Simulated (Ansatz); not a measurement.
# What NbInSe3 (model cell, started as cubic perovskite with Nb in the octahedra) distorts into, part 2 of 2

Aim: this structure of NbInSe3 (model cell, started as cubic perovskite with Nb in the octahedra) is to be tested for unstable modes, and one is followed downhill.

Ansatz 0.2.0; DFT PBE, scalar-relativistic, plane waves, PAW; PAW set soft_1.

So far, highest frequency on the path or at a solved wavevector (cm⁻¹): step 2 (phonons on a q mesh) 270. Also lowest frequency on the path (cm⁻¹): step 2 -139.

The structure was built from a prototype and need not be the compound's stable phase.

## Step 5: Energy along the mode, all amplitudes (two of the runs are shown above)

An imaginary frequency means negative curvature, so the energy should fall and then rise again as anharmonic terms take over.

This step gave:

- depth at the lowest point sampled: 1.054 meV/atom
- largest atomic shift at that point: 0.04 Å

Energy from the parent against largest atomic shift:

```tsv
largest atomic shift (Å)	energy from the parent (meV/atom)
0.0000	0
0.0400	-1.05
0.0800	-0.68
0.1400	11.9
```

Displacement at unit largest shift by atom:

```tsv
atom	x (Å)	y (Å)	z (Å)	size
In1	0.00	0.00	0.00	0.00
In2	0.00	0.00	0.00	0.00
Nb3	0.00	0.00	0.00	0.00
Nb4	0.00	0.00	0.00	0.00
Se5	0.00	0.00	0.00	0.00
Se6	0.00	0.00	0.00	0.00
Se7	0.00	1.00	0.00	1.00
Se8	0.00	-1.00	0.00	1.00
Se9	1.00	0.00	0.00	1.00
Se10	-1.00	0.00	0.00	1.00
```

The lowest of the steps tried is at 0.04 Å, 1.05 meV/atom below the parent; the bottom of the well need not coincide with a step.

## Step 6: Relaxing from the distorted cell

Starting from the lowest point found, all atoms and the cell are let go, so that strain and other modes of the same symmetry can join in.

The input, input.yaml:

```yaml
crystal:
  lattice:
    - [5.1035173521, 5.1035173521, 0.0]
    - [5.1035173521, 0.0, 5.1035173521]
    - [5.1035173521, 0.0, -5.1035173521]
  atoms:
    - { symbol: In, position: [0.0, 0.5, 0.5] }
    - { symbol: In, position: [0.0, 0.0, 0.0] }
    - { symbol: Nb, position: [0.5, 0.25, 0.75] }
    - { symbol: Nb, position: [0.5, 0.75, 0.25] }
    - { symbol: Se, position: [0.5, 0.5, 0.5] }
    - { symbol: Se, position: [0.5, 0.0, 0.0] }
    - { symbol: Se, position: [0.0078377318, -0.0039188659, 0.4960811341] }
    - { symbol: Se, position: [-0.0078377318, 0.5039188659, 0.0039188659] }
    - { symbol: Se, position: [0.5, 0.0039188659, 0.5039188659] }
    - { symbol: Se, position: [0.5, 0.4960811341, -0.0039188659] }
kpoints:
  mp_grid: { grid: [8, 8, 8] }
hamiltonian:
  xc: pbe
  pseudopotentials: { kind: paw, azcp: { folder: soft_1 } }
scf:
  occupations: { method: methfessel_paxton, width: 0.2 }
output:
  forces: true
  stress: true
  eigenvalues: true
relax:
  adjacent_minimum: "off"
  f_tol: 0.002
  max_steps: 120
  cell: { stress_tol: 0.03 }
```

Run with:

```
$ ansatz run input.yaml --threads 4 --pin off --max-ram 16384MiB --backend cpu --events-out ev --progress --plain --runs-dir out
```

Numbers of over 12 decimals in the logs are rounded to 6 here.

Output:

```text
[...]
Crystal: 10 atoms, lattice volume = 265.851 Å³
Basis set: ecut = 420 eV, 5065 PW (Γ), exchange–correlation on 100×100×100 points (8 copies of the dense FFT grid, shifted against one another)
Bands: 89, of which v1, the nominal top of the filled ones, is band 74 counted from 1 (73 counted from 0)
Symmetry: 16 space group operations
[...]
k-points: 59 of 512
[...]
SCF iter   1: F=—  HF=-53119.887558 eV  |F-HF|=—  |Δ(HF+E_count)|=         —  Δρ=3.39e-2  dr2=2.64e0  ethr=3.10e-3  ⟨swp⟩=6.1  Hψ=17943  notcnv=0
[...]
SCF iter  10: F=-53118.871748 eV  HF=-53118.871748 eV  |F-HF|=9.72e-8  |Δ(HF+E_count)|=   3.30e-8  S|Δr|=    0.00e0  Δρ=3.53e-6  dr2=6.54e-8  ethr=6.76e-11  ⟨swp⟩=10.0  Hψ=24007  notcnv=0
SCF 1 converged in 10 iterations: F = -53118.871748 eV  dr2 = 6.54e-8
[...]
relax step   1: F+E_penalty+E_count = -53118.87174756 eV  Δ(F+E_penalty+E_count) = +0.000e0 eV  max|allowed force component| = 4.923e-2 eV/Å  Δτ_max = 0.0000 Å  P = +0.023 GPa  Ω = 265.851 Å³  (10 SCF iters, dr2 threshold 1.00e-7 eV, accepted)
Crystal: 10 atoms, lattice volume = 266.083 Å³
Basis set: ecut = 420 eV, 5137 PW (Γ), exchange–correlation on 100×100×100 points (8 copies of the dense FFT grid, shifted against one another)
[...]
SCF iter   4: F=-53118.872725 eV  HF=-53118.872725 eV  |F-HF|=9.78e-8  |Δ(HF+E_count)|=   1.19e-6  S|Δr|=    0.00e0  Δρ=1.09e-5  dr2=8.13e-8  ethr=1.02e-10  ⟨swp⟩=4.3  Hψ=23423  notcnv=0
SCF 2 converged in 4 iterations: F = -53118.872725 eV  dr2 = 8.13e-8
relax step   2: F+E_penalty+E_count = -53118.87272520 eV  Δ(F+E_penalty+E_count) = -9.776e-4 eV  max|allowed force component| = 3.825e-2 eV/Å  Δτ_max = 0.0053 Å  P = -0.006 GPa  Ω = 266.083 Å³  energy of the carried Pulay correction = -2.240e-5 eV  (4 SCF iters, dr2 threshold 1.51e-7 eV, accepted)
Crystal: 10 atoms, lattice volume = 265.991 Å³
Basis set: ecut = 420 eV, 5105 PW (Γ), exchange–correlation on 100×100×100 points (8 copies of the dense FFT grid, shifted against one another)
[...]
SCF iter   7: F=-53118.872599 eV  HF=-53118.872599 eV  |F-HF|=3.40e-9  |Δ(HF+E_count)|=  3.27e-10  S|Δr|=    0.00e0  Δρ=1.21e-6  dr2=3.62e-9  ethr=3.57e-11  ⟨swp⟩=2.0  Hψ=19141  notcnv=0
SCF 3 converged in 7 iterations: F = -53118.872599 eV  dr2 = 3.62e-9
relax step   3: F+E_penalty+E_count = -53118.87259904 eV  Δ(F+E_penalty+E_count) = +1.262e-4 eV  max|allowed force component| = 5.275e-2 eV/Å  Δτ_max = 0.0186 Å  P = +0.138 GPa  Ω = 265.991 Å³  energy of the carried Pulay correction = -1.358e-5 eV  (7 SCF iters, dr2 threshold 9.14e-8 eV, rejected (line search))
[...]
relax step   4: F+E_penalty+E_count = -53118.87351031 eV  Δ(F+E_penalty+E_count) = -7.851e-4 eV  max|allowed force component| = 7.995e-3 eV/Å  Δτ_max = 0.0089 Å  P = -0.040 GPa  Ω = 266.438 Å³  energy of the carried Pulay correction = -5.675e-5 eV  (8 SCF iters, accepted)
[...]
relax step   5: F+E_penalty+E_count = -53118.87354092 eV  Δ(F+E_penalty+E_count) = -3.061e-5 eV  max|allowed force component| = 6.576e-3 eV/Å  Δτ_max = 0.0027 Å  P = +0.004 GPa  Ω = 266.332 Å³  energy of the carried Pulay correction = -4.651e-5 eV  (6 SCF iters, dr2 threshold 4.25e-9 eV, accepted)
[...]
relax step   6: F+E_penalty+E_count = -53118.87355933 eV  Δ(F+E_penalty+E_count) = -1.841e-5 eV  max|allowed force component| = 7.646e-4 eV/Å  Δτ_max = 0.0014 Å  P = +0.004 GPa  Ω = 266.291 Å³  energy of the carried Pulay correction = -4.255e-5 eV  (6 SCF iters, dr2 threshold 2.70e-9 eV, accepted)
[...]
SCF iter   7: F=-53118.873595 eV  HF=-53118.873595 eV  |F-HF|=1.46e-11  |Δ(HF+E_count)|=  3.06e-10  S|Δr|=    0.00e0  Δρ=5.16e-8  dr2=7.32e-12  ethr=1.00e-12  ⟨swp⟩=4.2  Hψ=18581  notcnv=0
SCF 7 converged in 7 iterations: F = -53118.873595 eV  dr2 = 7.32e-12
relax step   7: F+E_penalty+E_count = -53118.87359492 eV  Δ(F+E_penalty+E_count) = -3.559e-5 eV  max|allowed force component| = 7.717e-4 eV/Å  Δτ_max = 0.0000 Å  P = +0.004 GPa  Ω = 266.291 Å³  stress off target by 1.83e-2 GPa  SCF on the basis re-selected at this cell (its energy is not comparable with the rows above)  (7 SCF iters)
basis re-selected at this cell: Δ(F+E_penalty+E_count) = -3.559e-5 eV, ΔP = -0.000 GPa vs the last step (what re-selecting the basis moved, of the pressure what is left beyond the Pulay correction that the steps carried, after the strain that the cell walked since its last selection, with what the two solves' SCF thresholds leave and, on support functions, any second-order correction that the steps lacked; it is no m [...]
SCF converged after 7 iterations
[...]
Free energy (F): -53118.873595 eV
[...]
Internal energy: -53118.892532 eV  (E = F + TS)
E sigma→0 (E₀):  -53118.878329 eV
Entropy (-TS):   0.018937 eV (1.894 meV/atom)
Fermi energy:    8.158177 eV
[...]
--- Forces (eV/Å), atoms counted from 1 ---
  atom   1  In     0.00000000     0.00000000     0.00000000
  atom   2  In     0.00000000     0.00000000     0.00000000
  atom   3  Nb     0.00000000    -0.00000000     0.00000000
  atom   4  Nb     0.00000000    -0.00000000     0.00000000
  atom   5  Se     0.00000000     0.00000000     0.00000000
  atom   6  Se     0.00000000     0.00000000     0.00000000
  atom   7  Se     0.00000000     0.00077174     0.00000000
  atom   8  Se    -0.00000000    -0.00077174     0.00000000
  atom   9  Se     0.00077174     0.00000000     0.00000000
  atom  10  Se    -0.00077174     0.00000000     0.00000000
  max |Σ_I F_I| component: 6.51e-19 eV/Å
--- Stress (GPa, compression-positive) ---
       -0.002815       0.000000       0.000000
       -0.000000      -0.002815       0.000000
        0.000000       0.000000       0.018270
  P = ⅓ Tr σ = 0.0042 GPa (0.042 kbar)
--- Band table (eV; the first three rows and the last of 59) ---
  k-point 0: bands = [... 70 lower, 7.4169, 7.5182, 7.5182, 7.5199, 8.3955, 8.3955, 8.4325, 9.1805, ... 11 higher]
  k-point 1: bands = [... 70 lower, 7.2983, 7.7678, 7.8146, 7.8874, 8.2861, 8.3113, 8.3700, 9.4046, ... 11 higher]
  k-point 2: bands = [... 70 lower, 7.1643, 7.8754, 7.9159, 8.0652, 8.3230, 8.3789, 8.4529, 9.2207, ... 11 higher]
  k-point 58: bands = [... 70 lower, 6.9976, 6.9976, 7.6744, 7.6744, 8.9610, 8.9610, 9.6727, 9.6727, ... 11 higher]
--- Relaxed structure (6 steps of the walk, 5 accepted, 1 SCFs on fresh bases) ---
  F+E_penalty+E_count = -53118.87359492 eV   max|allowed force component| = 7.717e-4 eV/Å   (the final SCF, on the basis selected at the relaxed cell)
  cell:  # Å, volume = 266.2908 Å³
    - [5.109687, 5.109687, 0.0]
    - [5.109687, 0, 5.099617]
    - [5.109687, 0, -5.099617]
  atoms:
    - { symbol: In, position: [0, 0.5, 0.5] }
    - { symbol: In, position: [0, 0, 0] }
    - { symbol: Nb, position: [0.5, 0.250000, 0.75] }
    - { symbol: Nb, position: [0.5, 0.75, 0.250000] }
    - { symbol: Se, position: [0.5, 0.5, 0.5] }
    - { symbol: Se, position: [0.5, 0, 0] }
    - { symbol: Se, position: [0.010869, -0.0054346, 0.494565] }
    - { symbol: Se, position: [-0.010869, 0.505435, 0.0054346] }
    - { symbol: Se, position: [0.5, 0.0054346, 0.505435] }
    - { symbol: Se, position: [0.5, 0.494565, -0.0054346] }
```

Run time: 2.6 min. Hardware: 4 threads of Arm Neoverse V2, shared host; peak memory 1.5 GiB.

The steps of the relaxation:

```tsv
step	energy less that of the first step (eV)	largest force component (eV/Å)	pressure (GPa)	volume (Å³)
1	0.0000	0.0492	0.02	265.85
2	-0.0010	0.0382	-0.01	266.08
3	-0.0009	0.0527	0.14	265.99
4	-0.0018	0.0080	-0.04	266.44
5	-0.0018	0.0066	0.00	266.33
6	-0.0018	0.0008	0.00	266.29
7*	-0.0018	0.0008	0.00	266.29
```

Relaxation steps marked * repeat the geometry before them on a plane-wave basis chosen anew for their cell, so energy and pressure can jump there. Relaxation step 3 was tried and not accepted.

The run keeps the 16 symmetry operations that it works with, so distortions that break them were not tested.

```tsv
conventional cell, symmetrised	before	after	change
a (Å)	7.217	7.226	+0.1 %
b (Å)	7.217	7.226	+0.1 %
c (Å)	10.207	10.199	-0.1 %
volume (Å³/atom)	26.59	26.63	+0.2 %
```

The atoms that moved most (Å, as changes of fractional coordinates times the final cell):

```tsv
atom	dx	dy	dz	length
Se9	0.015	0.000	0.000	0.015
Se7	0.000	0.015	0.000	0.015
Se8	0.000	-0.015	0.000	0.015
Se10	-0.015	0.000	0.000	0.015
```

This step gave:

```
pressure          : 0.004213 GPa
volume per atom   : 26.63 Å³
gap on the k-mesh : 0.1026 eV
```

The distorted start has space group I4/mcm; the relaxation ends in I4/mcm.

## Step 7: The new phase in its own primitive cell

The relaxed structure is symmetrised, reduced to its primitive cell and relaxed tightly, as its phonons need.

The input, input.yaml:

```yaml
crystal:
  lattice:
    - [-3.6130942276, 3.6130942276, 5.0996167654]
    - [3.6130942276, -3.6130942276, 5.0996167654]
    - [3.6130942276, 3.6130942276, -5.0996167654]
  atoms:
    - { symbol: In, position: [0.25, 0.25, 0.0] }
    - { symbol: In, position: [0.75, 0.75, 0.0] }
    - { symbol: Nb, position: [0.0, 0.5, 0.5] }
    - { symbol: Nb, position: [0.5, 0.0, 0.5] }
    - { symbol: Se, position: [0.25, 0.75, 0.5] }
    - { symbol: Se, position: [0.75, 0.25, 0.5] }
    - { symbol: Se, position: [0.2554345963, 0.7554345963, 0.0108691925] }
    - { symbol: Se, position: [0.7445654037, 0.2445654037, 0.9891308075] }
    - { symbol: Se, position: [0.2445654037, 0.2554345963, 0.5] }
    - { symbol: Se, position: [0.7554345963, 0.7445654037, 0.5] }
kpoints:
  mp_grid: { grid: [6, 6, 6] }
hamiltonian:
  xc: pbe
  pseudopotentials: { kind: paw, azcp: { folder: soft_1 } }
scf:
  occupations: { method: methfessel_paxton, width: 0.2 }
output:
  forces: true
  stress: true
  eigenvalues: true
relax:
  adjacent_minimum: "off"
  f_tol: 0.001
  max_steps: 60
  cell: { stress_tol: 0.01 }
```

Output:

```text
[...]
Crystal: 10 atoms, lattice volume = 266.291 Å³
Basis set: ecut = 420 eV, 5137 PW (Γ), exchange–correlation on 100×100×100 points (8 copies of the dense FFT grid, shifted against one another)
Bands: 89, of which v1, the nominal top of the filled ones, is band 74 counted from 1 (73 counted from 0)
Symmetry: 16 space group operations
[...]
k-points: 30 of 216
[...]
- { symbol: Nb, position: [0.0, 0.500000, 0.500000] }
    - { symbol: Nb, position: [0.500000, 0.0, 0.500000] }
    - { symbol: Se, position: [0.250000, 0.75, 0.500000] }
    - { symbol: Se, position: [0.75, 0.250000, 0.500000] }
    - { symbol: Se, position: [0.255435, 0.755434596275, 0.010869] }
    - { symbol: Se, position: [0.744565, 0.244565, 0.989131] }
    - { symbol: Se, position: [0.244565, 0.255435, 0.500000] }
    - { symbol: Se, position: [0.755434596275, 0.744565403725, 0.500000] }
[key lines of the parts left out:]
SCF converged after 6 iterations
Free energy (F): -53118.875091 eV
Fermi energy:    8.142237 eV
P = ⅓ Tr σ = -0.0055 GPa (-0.055 kbar)
```

Run time: 26 s. Hardware: 4 threads; peak memory 1.2 GiB; 1.7 min of CPU time.

Little changed from the start: no atom moved by 0.005 Å and no cell edge by 0.1 %.

This step gave:

```yaml
pressure: -0.005475 GPa
gap_on_the_k_mesh: 0.1519 eV
direct_gap_on_mesh: 0.2069 eV
```

The largest force component left is 0.83 meV/Å and the pressure is -0.005 GPa, within the tolerances set. The cell now holds 26.63 Å³/atom.

## Step 8: Modes of the new phase, k-mesh 6×6×6

A relaxed structure may still be a saddle point, so its zone-centre modes are computed. No field response is asked.

input.yaml: that of step 7 with these lines changed.

```diff
@@ -12,4 +12,4 @@
     - { symbol: Se, position: [0.75, 0.25, 0.5] }
-    - { symbol: Se, position: [0.2554345963, 0.7554345963, 0.0108691925] }
-    - { symbol: Se, position: [0.7445654037, 0.2445654037, 0.9891308075] }
+    - { symbol: Se, position: [0.2554345963, 0.7554345963, 0.0108691926] }
+    - { symbol: Se, position: [0.7445654037, 0.2445654037, 0.9891308074] }
     - { symbol: Se, position: [0.2445654037, 0.2554345963, 0.5] }
@@ -24,9 +24,4 @@
 output:
-  forces: true
-  stress: true
   eigenvalues: true
-relax:
-  adjacent_minimum: "off"
-  f_tol: 0.001
-  max_steps: 60
-  cell: { stress_tol: 0.01 }
+phonons:
+  method: dfpt
```

Output:

```text
[...]
Crystal: 10 atoms, lattice volume = 266.291 Å³
Basis set: ecut = 420 eV, 5137 PW (Γ), exchange–correlation on 100×100×100 points (8 copies of the dense FFT grid, shifted against one another)
Bands: 89, of which v1, the nominal top of the filled ones, is band 74 counted from 1 (73 counted from 0)
Symmetry: 16 space group operations
k-points: 112 of 216 (irreducible under 1 space group operation, time reversal used)
[...]
SCF iter   1: F=—  HF=-53119.903312 eV  |F-HF|=—  |Δ(HF+E_count)|=         —  Δρ=3.40e-2  dr2=2.67e0  ethr=3.10e-3  ⟨swp⟩=6.1  Hψ=33724  notcnv=0
[...]
SCF iter  13: F=-53118.875091 eV  HF=-53118.875091 eV  |F-HF|=1.46e-11  |Δ(HF+E_count)|=  2.91e-11  S|Δr|=    0.00e0  Δρ=1.62e-8  dr2=8.44e-13  ethr=1.00e-12  ⟨swp⟩=11.0  Hψ=52722  notcnv=0
SCF 1 converged in 13 iterations: F = -53118.875091 eV  dr2 = 8.44e-13
[...]
DFPT response loops at Γ: preconditioner auto → Kerker (q_TF=auto, 2.474 Å⁻¹) (partly filled bands, converged f_vac=0.027); β = 1.00, the filter's whole step (`scf.mixing.beta` (0.50) is not read by the response loops under this deck's `scf.mixing.preconditioner`; to damp them name `kerker` or `kerker_dos`, under which they read `scf.mixing.beta`, and type it under 1.00, their step now; both keys bind the ground state too); Broyden in place of MSR1
SCF converged after 13 iterations
[...]
Free energy (F): -53118.875091 eV
[...]
Internal energy: -53118.892525 eV  (E = F + TS)
E sigma→0 (E₀):  -53118.879449 eV
Entropy (-TS):   0.017434 eV (1.743 meV/atom)
Fermi energy:    8.142237 eV
[...]
--- Band table (eV; the first three rows and the last of 112) ---
  k-point 0: bands = [... 70 lower, 7.4231, 7.5171, 7.5171, 7.5184, 8.3924, 8.3924, 8.4313, 9.1874, ... 11 higher]
  k-point 1: bands = [... 70 lower, 7.3722, 7.4314, 7.8809, 7.9227, 8.3890, 8.4084, 8.4525, 9.2075, ... 11 higher]
  k-point 2: bands = [... 70 lower, 7.3795, 7.4449, 7.4470, 7.4488, 8.3822, 9.2156, 9.2691, 9.2715, ... 11 higher]
  k-point 111: bands = [... 70 lower, 7.4038, 7.4774, 7.4774, 7.8609, 8.4188, 9.2025, 9.6340, 9.6340, ... 11 higher]
--- Phonons (Γ-DFPT): 8 representative perturbations + reference, on 112 of 216 k-points (Σ response iterations 31) ---
  k mesh reduced under 1 symmetry operation, with k and −k counted as one. Each operation leaves every solved perturbation unchanged. A smaller set is not used because it would not reduce the number of displacements times k-points to solve
  ASR residual: 1.545e-4 → 0.000e0 eV/Å²; symmetrization residual: 7.024e-5 eV/Å²
  ASR residual per site (eV/Å²): 5.61e-5 5.61e-5 9.15e-5 9.15e-5 1.55e-4 1.55e-4 1.02e-4 1.02e-4 1.02e-4 1.02e-4
  Γ frequencies (cm⁻¹): -55.78 -55.78 -53.98 -30.20 -30.20 -30.02 -19.33 -19.33 -18.86 0.00 0.00 0.00 46.25 61.13 61.25 61.25 61.26 65.20 65.20 113.94 115.44 115.44 132.77 156.37 156.37 173.58 205.75 225.03 225.03 271.60
  non-analytic LO–TO correction: not included (Born effective charges unavailable; polar crystals: no LO–TO splitting at Γ)
```

Wall time 15 min (4 threads); peak memory 7.3 GiB.

This step gave:

```yaml
sum_rule_residual_before_enforcement: 1.55e-4 eV/Å²
point_group: 4/mmm
highest_optical_mode_at_the_zone_centre_no_lo_to_term: 271.6 cm⁻¹
lowest_optical_zone_centre_mode: -55.78 cm⁻¹
```

Patterns of degenerate modes are one choice out of their space. Modes at Γ, with each element's share of the kinetic energy (negative means imaginary):

```tsv
mode	frequency (cm⁻¹)	symmetry	In %	Nb %	Se %
1	-55.8	Eg	0	0	100
2	-55.8	Eg	0	0	100
3	-54.0	B1g	0	0	100
4	-30.2	Eu	73	3	25
5	-30.2	Eu	73	3	25
6	-30.0	A2u	72	2	26
7	-19.3	Eg	100	0	0
8	-19.3	Eg	100	0	0
9	-18.9	A2g	100	0	0
10	0.0	acoustic	26	21	53
11	0.0	acoustic	26	21	53
12	0.0	acoustic	26	21	53
13	46.2	B2g	0	0	100
14	61.1	A2u	2	61	37
15	61.2	not assigned	0	0	100
16	61.2	not assigned	0	0	100
17	61.3	not assigned	0	0	100
18	65.2	Eu	1	63	35
19	65.2	Eu	1	63	35
20	113.9	A2g	0	0	100
21	115.4	Eg	0	0	100
22	115.4	Eg	0	0	100
23	132.8	A1g	0	0	100
24	156.4	Eu	0	71	29
25	156.4	Eu	0	71	29
26	173.6	B1u	0	100	0
27	205.8	A2u	0	16	84
28	225.0	Eu	0	43	57
29	225.0	Eu	0	43	57
30	271.6	B2g	0	0	100
```

Displacements in mode 1 (-55.8 cm⁻¹), the largest set to 1:
```
In1  0.00  0.00  0.00
In2  0.00  0.00  0.00
Nb3  0.00  0.00  0.00
Nb4  0.00  0.00  0.00
Se5 -1.00 -0.03  0.00
Se6  1.00  0.03  0.00
Se7  0.00  0.00  0.73
Se8  0.00  0.00 -0.73
Se9  0.00  0.00 -0.69
Se10 0.00  0.00  0.69
```

Displacements in mode 16 (61.2 cm⁻¹), the largest set to 1:
```
In1  0.01  0.00  0.00
In2  0.01  0.00  0.00
Nb3 -0.07 -0.03  0.00
Nb4 -0.06  0.02  0.00
Se5  1.00  0.12  0.00
Se6  1.00  0.12  0.00
Se7 -0.41  0.41  0.00
Se8 -0.41  0.41  0.00
Se9 -0.52 -0.52  0.00
Se10-0.52 -0.52  0.00
```

Before it was imposed, the acoustic sum rule was missed by 1.5e-4 eV/Å². Small misses are needed for a sound result but don't prove that mesh and cutoff are converged. The lowest optical mode is imaginary, 55.8i cm⁻¹, so the energy falls along it.

## Step 9: Results

```yaml
unstable_mode_of_the_parent: q = (-0.5, -0.5, -0.5), 139i cm⁻¹
depth_at_the_lowest_point_sampled: 1.05 meV/atom
largest_atomic_shift_at_that_point: 0.04 Å
space_group_reached_within_0p01_a: I4/mcm
energy_gained_over_the_parent_first_relaxation_on_the_mesh_of_the_frozen_mode: 1.42 meV/atom
volume_per_atom_phase_reached: 26.6 Å³
gap_on_the_k_mesh_phase_reached: 0.152 eV
lowest_optical_zone_centre_mode_phase_reached: -55.8 cm⁻¹
highest_optical_mode_at_the_zone_centre_no_lo_to_term_phase_reached: 272 cm⁻¹
```

Along this mode the structure falls into I4/mcm, 1.42 meV/atom below the parent. At the parent's cell the well is 1.054 meV/atom deep on the steps tried, with its lowest point at a shift of 0.04 Å. Relaxing atoms and cell changes the gain by +0.37 meV/atom against the lowest step (energies at zero smearing). The new phase still has an imaginary mode at the zone centre of its cell, so it is a saddle point on the way to a lower structure. Of the 4 patterns followed to their end from this parent, this one ends 74.1 meV/atom above the lowest, P4/mbm. Another end point lies within 1 meV/atom; how such a difference moves with mesh and cutoff was not tested. Each path keeps the symmetry of its pattern, so a lower phase may lie along a pattern not tried. With no gap, or one that is small against the smearing, the frequencies hang on the k mesh and the smearing, most of all near Kohn anomalies. The starting cell was built on a prototype and not taken from a measurement, so the phase need not exist.

[Logs are printed without paths, hosts, clocks, repeated set-up lines and the standing remarks that a program may print on its own settings, such as how far it seeks lower states.]

[Hosts, paths, dates, database ids (printed as entryN), source tags and the programs' standing remarks are cut or masked in the printed files.]
